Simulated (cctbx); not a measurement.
**Diagnosing a refinement**

Cell a = 10.1510 Å, b = 6.2060 Å, c = 11.0360 Å, α = 90.00°, β = 90.00°, γ = 90.00°; space group Amm2 (no. 38).

Simulated single-crystal data (cctbx): Cu Kα, λ = 1.54184 Å, to d = 0.83 Å, 95 % of the full sphere, strongest reflection 5000 counts, noise from counting, a 4 % proportional error and a noise floor of 4 counts (s.d.); no absorption, and some extinction, which the refinements don't model.

An anisotropic refinement with weights 1/σ² prints:

```text
Rint 0.039, 208 unique reflections to 1.30 A
cycle     R1     wR2    GooF  max shift (A)
   1  0.0334  0.0778   2.008   0.02022
  12  0.0178  0.0396   1.023   0.00189
final R1 0.0178 wR2 0.0396 GooF 1.023  parameters 49  data/parameter 4.2
atom        x        y        z      Ueq    occ   su(xyz)  su(Uiso or U11)
Ta1    0.50000  0.50000  0.18322   0.0199  1.000  0.00046  0.0008
Zn1    0.50000  0.00000  0.16743   0.0309  1.000  0.00143  0.0021
Mg1    0.75765  0.50000  0.33032   0.0276  1.000  0.00108  0.0049
Mg2    0.72465  0.00000  0.31761   0.0301  1.000  0.00090  0.0045
Mg3    0.74053  0.75298  0.08063   0.0359  1.000  0.00117  0.0041
Mg4    0.00000  0.24263  0.42100   0.0464  1.000  0.00479  0.0044
Mg5    0.50000  0.25205  0.42139   0.0470  1.000  0.00525  0.0045
Mg6    0.00000  0.50000  0.17621   0.0481  1.000  0.00589  0.0050
Mg7    0.00000  0.00000  0.17510   0.0501  1.000  0.00577  0.0061
difference map: max 0.24 min -0.27 rms 0.08
Q1    0.0754  0.0000  0.9041    4    0.25  1.78 A from Mg4
Q2    0.1220  0.0000  0.4234    4    0.22  1.95 A from Mg2
Q3    0.4125  0.2493  0.0935    8    0.21  1.56 A from Mg3
Q4    0.3846  0.0000  0.9296    4    0.20  1.81 A from Mg1
Q5    0.2901  0.0000  0.6786    4    0.19  1.74 A from Mg1
Q6    0.3913  0.2681  0.2838    8    0.18  1.88 A from Mg5
```

**Question.** Can this result stand? If not, what is the likely fault?

Mend it. The fault: data cut at low resolution. Against the right model at the same level, R1 goes from 0.0230 to 0.0178 and GooF from 0.96 to 1.02. The atoms are right, but there are too few data for the parameters: R1 flatters and the s.u.s grow. Data per parameter fall from 15.2 to 4.2.

The compound is Mg14TaZn. The right model at the same level gives:

```text
Rint 0.052, 745 unique reflections to 0.83 A
cycle     R1     wR2    GooF  max shift (A)
   1  0.0637  0.1504   2.733   0.03970
   8  0.0230  0.0531   0.964   0.00219
final R1 0.0230 wR2 0.0531 GooF 0.964  parameters 49  data/parameter 15.2
atom        x        y        z      Ueq    occ   su(xyz)  su(Uiso or U11)
Ta1    0.50000  0.50000  0.18383   0.0219  1.000  0.00012  0.0002
Zn1    0.50000  0.00000  0.16640   0.0288  1.000  0.00031  0.0007
Mg1    0.75743  0.50000  0.32931   0.0268  1.000  0.00031  0.0013
Mg2    0.72530  0.00000  0.31782   0.0309  1.000  0.00031  0.0016
Mg3    0.74098  0.75219  0.07929   0.0358  1.000  0.00036  0.0013
Mg4    0.00000  0.24191  0.41870   0.0429  1.000  0.00174  0.0015
Mg5    0.50000  0.24794  0.42161   0.0472  1.000  0.00229  0.0017
Mg6    0.00000  0.50000  0.16654   0.0357  1.000  0.00113  0.0017
Mg7    0.00000  0.00000  0.17309   0.0520  1.000  0.00252  0.0025
Flack x: 0.03(2)
Hooft y: 0.008(25)  Bijvoet pairs: 350
difference map: max 0.47 min -0.46 rms 0.12
Q1    0.1840  0.0000  0.6826    4    0.48  1.72 A from Mg1
Q2    0.5000  0.0772  0.5354    4    0.41  1.64 A from Mg5
Q3    0.2990  0.0731  0.6890    8    0.40  1.69 A from Mg3
Q4    0.3470  0.0000  0.5390    4    0.33  1.86 A from Mg3
Q5    0.3772  0.1394  0.4223    8    0.33  1.42 A from Mg5
Q6    0.3842  0.0877  0.7587    8    0.32  1.54 A from Ta1
```

This is a model crystal, built by substitution and not relaxed, with assumed displacement parameters.

[Middle refinement cycles are left out of these outputs.]

[Logs are printed without paths, hosts, clocks, repeated set-up lines and the standing remarks that a program may print on its own settings, such as how far it seeks lower states.]
